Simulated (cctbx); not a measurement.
## What is wrong with this refinement?

Cell a = 8.6780 Å, b = 8.6780 Å, c = 24.2310 Å, α = 90.00°, β = 90.00°, γ = 90.00°; space group I4_1md (no. 109). The compound is FeBiS4.

Simulated single-crystal data (cctbx): Ag Kα, λ = 0.56087 Å, to d = 0.84 Å, 95 % of the full sphere, strongest reflection 40000 counts, noise from counting, a 4 % proportional error and a noise floor of 15 counts (s.d.); no absorption, and some extinction, which the refinements don't model.

An anisotropic refinement with weights 1/σ² prints:

```text
Rint 0.031, 154 unique reflections to 1.61 A
cycle     R1     wR2    GooF  max shift (A)
   1  0.0211  0.0396   1.882   0.01312
  12  0.0119  0.0243   1.153   0.00066
final R1 0.0119 wR2 0.0243 GooF 1.152  parameters 60  data/parameter 2.6
atom        x        y        z      Ueq    occ   su(xyz)  su(Uiso or U11)
Bi1    0.50000  0.00000  0.91895   0.0107  1.000  0.00019  0.0073
Bi2    0.00000  0.50000  0.07860   0.0069  1.000  0.00022  0.0047
Bi3    0.50000  0.50000  0.84128   0.0079  1.000  0.00025  0.0043
Fe1    0.00000  0.50000  0.24659   0.0214  1.000  0.00120  0.0169
Fe2    0.50000  0.50000  0.16644   0.0342  1.000  0.00121  0.0278
Fe3    0.50000  0.50000  0.00376   0.0167  1.000  0.00117  0.0156
S1     0.79480  0.00000  0.91410   0.0136  1.000  0.00296  0.0169  NPD
S2     0.50000  0.79978  0.83170   0.0130  1.000  0.00157  0.0094  NPD
S3     0.50000  0.80619  0.16507   0.0191  1.000  0.00305  0.0191  NPD
S4     0.50000  0.80171  0.00219   0.0119  1.000  0.00167  0.0107  NPD
S5     0.19986  0.00000  0.75100   0.0053  1.000  0.00165  0.0098  NPD
S6     0.69975  0.50000  0.08359   0.0123  1.000  0.00162  0.0097  NPD
difference map: max 0.38 min -0.29 rms 0.08
Q1    0.0000  0.0000  0.5857    4    0.39  1.73 A from S6
Q2    0.0000  0.0000  0.0861    4    0.37  1.74 A from S2
Q3    0.0000  0.0000  0.4168    4    0.36  1.68 A from S3
Q4    0.0000  0.0000  0.9162    4    0.36  1.78 A from S1
Q5    0.0000  0.0000  0.7533    4    0.32  1.74 A from S5
Q6    0.0000  0.0000  0.2521    4    0.28  1.72 A from S4
```

Q: Accept it or mend it, and why?

Mend it. The fault: data cut at low resolution. Against the right model at the same level, R1 goes from 0.0142 to 0.0119 and GooF from 1.12 to 1.15 and S1, S2, S3, S4, S5 and S6 go non-positive-definite. The atoms are right, but there are too few data for the parameters: R1 flatters and the s.u.s grow. Data per parameter fall from 15.5 to 2.6.

The compound is FeBiS4. The right model at the same level gives:

```text
Rint 0.034, 929 unique reflections to 0.84 A
cycle     R1     wR2    GooF  max shift (A)
   1  0.0179  0.0396   1.491   0.00300
   4  0.0142  0.0297   1.116   0.00039
final R1 0.0142 wR2 0.0297 GooF 1.116  parameters 60  data/parameter 15.5
atom        x        y        z      Ueq    occ   su(xyz)  su(Uiso or U11)
Bi1    0.50000  0.00000  0.91893   0.0026  1.000  0.00002  0.0004
Bi2    0.00000  0.50000  0.07871   0.0023  1.000  0.00003  0.0004
Bi3    0.50000  0.50000  0.84106   0.0049  1.000  0.00003  0.0003
Fe1    0.00000  0.50000  0.24674   0.0065  1.000  0.00023  0.0016
Fe2    0.50000  0.50000  0.16605   0.0068  1.000  0.00017  0.0020
Fe3    0.50000  0.50000  0.00410   0.0064  1.000  0.00020  0.0013
S1     0.79493  0.00000  0.91466   0.0059  1.000  0.00045  0.0015
S2     0.50000  0.79980  0.83294   0.0039  1.000  0.00028  0.0010
S3     0.50000  0.80792  0.16496   0.0036  1.000  0.00044  0.0013
S4     0.50000  0.80043  0.00220   0.0044  1.000  0.00025  0.0008
S5     0.20030  0.00000  0.75107   0.0053  1.000  0.00024  0.0009
S6     0.69938  0.50000  0.08481   0.0070  1.000  0.00030  0.0010
Flack x: 0.02(2)
Hooft y: 0.018(18)  Bijvoet pairs: 452
difference map: max 0.63 min -1.94 rms 0.22
Q1    0.0000  0.1126  0.3959    8    0.69  1.65 A from Bi3
Q2    0.0000  0.4468  0.1500    8    0.62  1.36 A from S1
Q3    0.0000  0.3693  0.7687    8    0.56  1.19 A from Fe3
Q4    0.0738  0.3214  0.8737   16    0.56  1.15 A from S6
Q5    0.0000  0.1014  0.8849    8    0.56  1.62 A from Bi2
Q6    0.1800  0.2040  0.5866   16    0.50  1.78 A from S6
```

The model was made for the exercise: a known structure type with other elements put in, its volume estimated, not relaxed; displacement parameters are assumed.

[Middle refinement cycles are left out of these outputs.]

[Logs are printed without paths, hosts, clocks, repeated set-up lines and the standing remarks that a program may print on its own settings, such as how far it seeks lower states.]
